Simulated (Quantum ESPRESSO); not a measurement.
# Magnetic state of KCrF3 from several starts, part 2 of 2

Does KCrF3 prefer parallel or opposed moments?

Quantum ESPRESSO 7.5; LDA; plane waves with GBRV 1.5 LDA potentials, no spin-orbit coupling.

So far, absolute magnetization (μB): step 2 (start 1: ferro ++) 8.08.

### Step 3. Run 2, typed as antiferro +−

File pw.in:

```
&CONTROL
  calculation = 'scf'
  prefix = 'pwscf'
  outdir = './tmp'
  pseudo_dir = './pseudo'
  disk_io = 'nowf'
/
&SYSTEM
  ibrav = 0
  celldm(1) = 8
  nat = 10
  ntyp = 4
  ecutwfc = 40
  ecutrho = 280
  nbnd = 58
  occupations = 'smearing'
  smearing = 'fd'
  degauss = 0.00367493
  nspin = 2
  starting_magnetization(1) = 0
  starting_magnetization(2) = 0.2143
  starting_magnetization(3) = -0.2143
  starting_magnetization(4) = 0
/
&ELECTRONS
  conv_thr = 2d-08
  electron_maxstep = 150
  mixing_beta = 0.3
/
ATOMIC_SPECIES
K      39.0983 k_lda_v1.4.uspp.F.UPF
Cr1    51.9961 cr_lda_v1.5.uspp.F.UPF
Cr2    51.9961 cr_lda_v1.5.uspp.F.UPF
F      18.9984 f_lda_v1.4.uspp.F.UPF
CELL_PARAMETERS alat
   0.9420908473870   -1.0128306056215    0.0000000000000
   0.9420908473870    1.0128306056215    0.0000000000000
  -0.9405799644852    0.0000000000000    1.0047336551355
ATOMIC_POSITIONS crystal
K       0.2516000000    0.7484000000    0.0000000000
K       0.7484000000    0.2516000000    0.0000000000
Cr1     0.0000000000    0.0000000000    0.5000000000
Cr2     0.5000000000    0.5000000000    0.5000000000
F       0.7980000000    0.7980000000    0.0370000000
F       0.2020000000    0.2020000000    0.9630000000
F       0.7305000000    0.2695000000    0.5000000000
F       0.2695000000    0.7305000000    0.5000000000
F       0.2800000000    0.2800000000    0.5580000000
F       0.7200000000    0.7200000000    0.4420000000
K_POINTS automatic
6 6 6 0 0 0
```

Command:

```bash
OMP_NUM_THREADS=1 mpirun -n 4 pw.x -nk 4 -in pw.in > pw.out
```

The log of the run:

```text
[banner, memory and clock lines left out]
Program PWSCF v.7.5 starts

     Message from routine setup:
     using ibrav=0 with symmetry is DISCOURAGED, use correct ibrav instead

     bravais-lattice index     =            0
     lattice parameter (alat)  =       8.0000  a.u.
     unit-cell volume          =     981.7039 (a.u.)^3
     number of atoms/cell      =           10
     number of atomic types    =            4
     number of electrons       =        88.00
     number of Kohn-Sham states=           58
     kinetic-energy cutoff     =      40.0000  Ry
     charge density cutoff     =     280.0000  Ry
     scf convergence threshold =      2.0E-08
     mixing beta               =       0.3000
     number of iterations used =            8  plain     mixing
     Exchange-correlation=  SLA  PZ   NOGX NOGC
                           (   1   1   0   0   0   0   0)

     celldm(1)=   8.000000  celldm(2)=   0.000000  celldm(3)=   0.000000
     celldm(4)=   0.000000  celldm(5)=   0.000000  celldm(6)=   0.000000

     crystal axes: (cart. coord. in units of alat)
               a(1) = (   0.942091  -1.012831   0.000000 )
               a(2) = (   0.942091   1.012831   0.000000 )
               a(3) = (  -0.940580   0.000000   1.004734 )

     reciprocal axes: (cart. coord. in units 2 pi/alat)
               b(1) = (  0.530734 -0.493666  0.496846 )
               b(2) = (  0.530734  0.493666  0.496846 )
               b(3) = ( -0.000000  0.000000  0.995289 )

     PseudoPot. # 1 for K  read from file:
     k_lda_v1.4.uspp.F.UPF
     Pseudo is Ultrasoft + core correction, Zval =  9.0

     PseudoPot. # 2 for Cr read from file:
     cr_lda_v1.5.uspp.F.UPF
     Pseudo is Ultrasoft + core correction, Zval = 14.0

     PseudoPot. # 3 for Cr read from file:
     cr_lda_v1.5.uspp.F.UPF
     Pseudo is Ultrasoft + core correction, Zval = 14.0

     PseudoPot. # 4 for F  read from file:
     f_lda_v1.4.uspp.F.UPF
     Pseudo is Ultrasoft, Zval =  7.0

     atomic species   valence    mass     pseudopotential
     K                 9.00    39.09830     K ( 1.00)
     Cr1              14.00    51.99610     Cr( 1.00)
     Cr2              14.00    51.99610     Cr( 1.00)
     F                 7.00    18.99840     F ( 1.00)

     Starting magnetic structure
     atomic species   magnetization
     K               0.000
     Cr1             0.214
     Cr2            -0.214
     F               0.000

      4 Sym. Ops., with inversion, found

   Cartesian axes

     site n.     atom                  positions (alat units)
         1        K      tau(   1) = (   0.9420908   0.5031742   0.0000000  )
         2        K      tau(   2) = (   0.9420908  -0.5031742   0.0000000  )
         3        Cr1    tau(   3) = (  -0.4702900   0.0000000   0.5023668  )
         4        Cr2    tau(   4) = (   0.4718009   0.0000000   0.5023668  )
         5        F      tau(   5) = (   1.4687755  -0.0000000   0.0371751  )
         6        F      tau(   6) = (  -0.5251738   0.0000000   0.9675585  )
         7        F      tau(   7) = (   0.4718009  -0.4669149   0.5023668  )
         8        F      tau(   8) = (   0.4718009   0.4669149   0.5023668  )
         9        F      tau(   9) = (   0.0027273  -0.0000000   0.5606414  )
        10        F      tau(  10) = (   0.9408745   0.0000000   0.4440923  )

     number of k points=    68  Fermi-Dirac smearing, width (Ry)=  0.0037
                       cart. coord. in units 2pi/alat
        k(    1) = (   0.0000000   0.0000000   0.0000000), wk =   0.0046296
        k(    2) = (   0.0000000   0.0000000   0.1658814), wk =   0.0092593
        k(    3) = (   0.0000000   0.0000000   0.3317629), wk =   0.0092593
        k(    4) = (   0.0000000   0.0000000  -0.4976443), wk =   0.0046296
        k(    5) = (   0.0884557   0.0822777   0.0828077), wk =   0.0185185
        [... 63 further k-points ...]

     Dense  grid:    77649 G-vectors     FFT dimensions: (  60,  60,  60)

     Smooth grid:    33571 G-vectors     FFT dimensions: (  45,  45,  45)

     Check: negative core charge=   -0.000004
     Generating pointlists ...
     new r_m :   0.2717 (alat units)  2.1732 (a.u.) for type    1
     new r_m :   0.1932 (alat units)  1.5458 (a.u.) for type    2
     new r_m :   0.1926 (alat units)  1.5408 (a.u.) for type    3
     new r_m :   0.1926 (alat units)  1.5408 (a.u.) for type    4

     Initial potential from superposition of free atoms

     starting charge      84.9944, renormalised to      88.0000

     negative rho (up, down):  1.106E-03 1.106E-03
     Starting wfcs are   60 randomized atomic wfcs

     Self-consistent Calculation

     iteration #  1     ecut=    40.00 Ry     beta= 0.30
     Davidson diagonalization with overlap
     ethr =  1.00E-02,  avg # of iterations =  6.9

     Threshold (ethr) on eigenvalues was too large:
     Diagonalizing with lowered threshold

     Davidson diagonalization with overlap
     ethr =  4.80E-04,  avg # of iterations =  2.0

     negative rho (up, down):  1.023E-03 1.023E-03

     total energy              =    -757.00609792 Ry
     estimated scf accuracy    <       0.44668642 Ry

     total magnetization       =     0.00 Bohr mag/cell
     absolute magnetization    =     7.47 Bohr mag/cell

     iteration #  2     ecut=    40.00 Ry     beta= 0.30
     Davidson diagonalization with overlap
     ethr =  5.08E-04,  avg # of iterations =  2.0

     negative rho (up, down):  1.200E-03 1.199E-03

     total energy              =    -757.00916614 Ry
     estimated scf accuracy    <       0.12944766 Ry

     total magnetization       =     0.00 Bohr mag/cell
     absolute magnetization    =     7.56 Bohr mag/cell

     [... further iterations left out ...]

     iteration # 11     ecut=    40.00 Ry     beta= 0.30
     Davidson diagonalization with overlap
     ethr =  1.28E-10,  avg # of iterations =  1.7

     negative rho (up, down):  3.306E-03 3.313E-03

     total energy              =    -757.02787620 Ry
     estimated scf accuracy    <       0.00000003 Ry

     total magnetization       =     0.01 Bohr mag/cell
     absolute magnetization    =     7.71 Bohr mag/cell

     iteration # 12     ecut=    40.00 Ry     beta= 0.30
     Davidson diagonalization with overlap
     ethr =  3.83E-11,  avg # of iterations =  2.7

     negative rho (up, down):  3.306E-03 3.313E-03

     Magnetic moment per site  (integrated on atomic sphere of radius R)
     atom   1 (R=0.272)  charge=  7.5459  magn=  0.0000
     atom   2 (R=0.272)  charge=  7.5459  magn=  0.0000
     atom   3 (R=0.193)  charge= 11.0174  magn=  2.9836
     atom   4 (R=0.193)  charge= 11.0026  magn= -2.9715
     atom   5 (R=0.193)  charge=  6.4306  magn= -0.0123
     atom   6 (R=0.193)  charge=  6.4306  magn= -0.0123
     atom   7 (R=0.193)  charge=  6.4304  magn=  0.0113
     atom   8 (R=0.193)  charge=  6.4304  magn=  0.0113
     atom   9 (R=0.193)  charge=  6.4491  magn= -0.0011
     atom  10 (R=0.193)  charge=  6.4491  magn= -0.0011

     End of self-consistent calculation

     Number of k-points >= 100: set verbosity='high' to print the bands.

     the Fermi energy is     7.8747 ev

!    total energy              =    -757.02787622 Ry
     estimated scf accuracy    <          7.8E-10 Ry
     smearing contrib. (-TS)   =      -0.00026565 Ry
     internal energy E=F+TS    =    -757.02761057 Ry

     The total energy is F=E-TS. E is the sum of the following terms:
     one-electron contribution =    -420.31926769 Ry
     hartree contribution      =     249.04377190 Ry
     xc contribution           =    -117.52742384 Ry
     ewald contribution        =    -468.22469093 Ry

     total magnetization       =     0.01 Bohr mag/cell
     absolute magnetization    =     7.71 Bohr mag/cell

     convergence has been achieved in  12 iterations
```

Elapsed: 7.8 min, on 4 MPI ranks of Arm Neoverse N1, shared host; peak memory 1.2 GiB.

Spin moment in the atom's sphere by atom:

| atom | spin moment in the atom's sphere (μB) |
| --- | --- |
| K1 | 0.00 |
| K2 | 0.00 |
| Cr3 | 2.98 |
| Cr4 | -2.97 |
| F5 | -0.01 |
| F6 | -0.01 |
| F7 | 0.01 |
| F8 | 0.01 |
| F9 | 0.00 |
| F10 | 0.00 |

Numbers from this step:

```yaml
smearing_term_ts: 0.003614 eV
magnetization: 0.008 μB
absolute_magnetization: 7.71 μB
final_state: antiferromagnetic
```

### Step 4. Energies of the orders

An order is kept where moments of 0.15 μB or more survive with the typed signs; meshes match where a doubled cell samples the same k points as the first cell.

Orders:

```csv
start,final state,typed order kept,energy over the lowest (meV a seeded atom),largest site moment (μB),net moment (μB a cell of the first run),mesh matched,CPU time (s)
ferro ++,ferromagnetic,yes,0,3.055,8,yes,1915
antiferro +-,antiferromagnetic,yes,107.1,2.984,0.008208,yes,1867
```

### Step 5. Summary of results

```
lowest state found      : ferromagnetic (from ferro ++)
largest site moment     : 3.06 μB
next state with moments : antiferromagnetic, 107 meV a seeded atom higher
```

In words: This is the lowest of 2 collinear or spinless starts, no proof of the ground state. No Hubbard term acts here. In such compounds local and semilocal functionals without one often delocalise the d electrons, and can shrink or lose moments and miss the size, sign and order of the couplings.

[Logs and program files are shortened in this print: banners, set-up blocks, solver, clock and traceback lines can be left out without a mark of their own.]

[Logs are printed without paths, hosts, clocks, repeated set-up lines and the standing remarks that a program may print on its own settings, such as how far it seeks lower states.]

[Hosts, paths, dates, database ids (printed as entryN), source tags and the programs' standing remarks are cut or masked in the printed files.]

[Where a cell is said to come from a database of computed structures, the database is the Materials Project.]
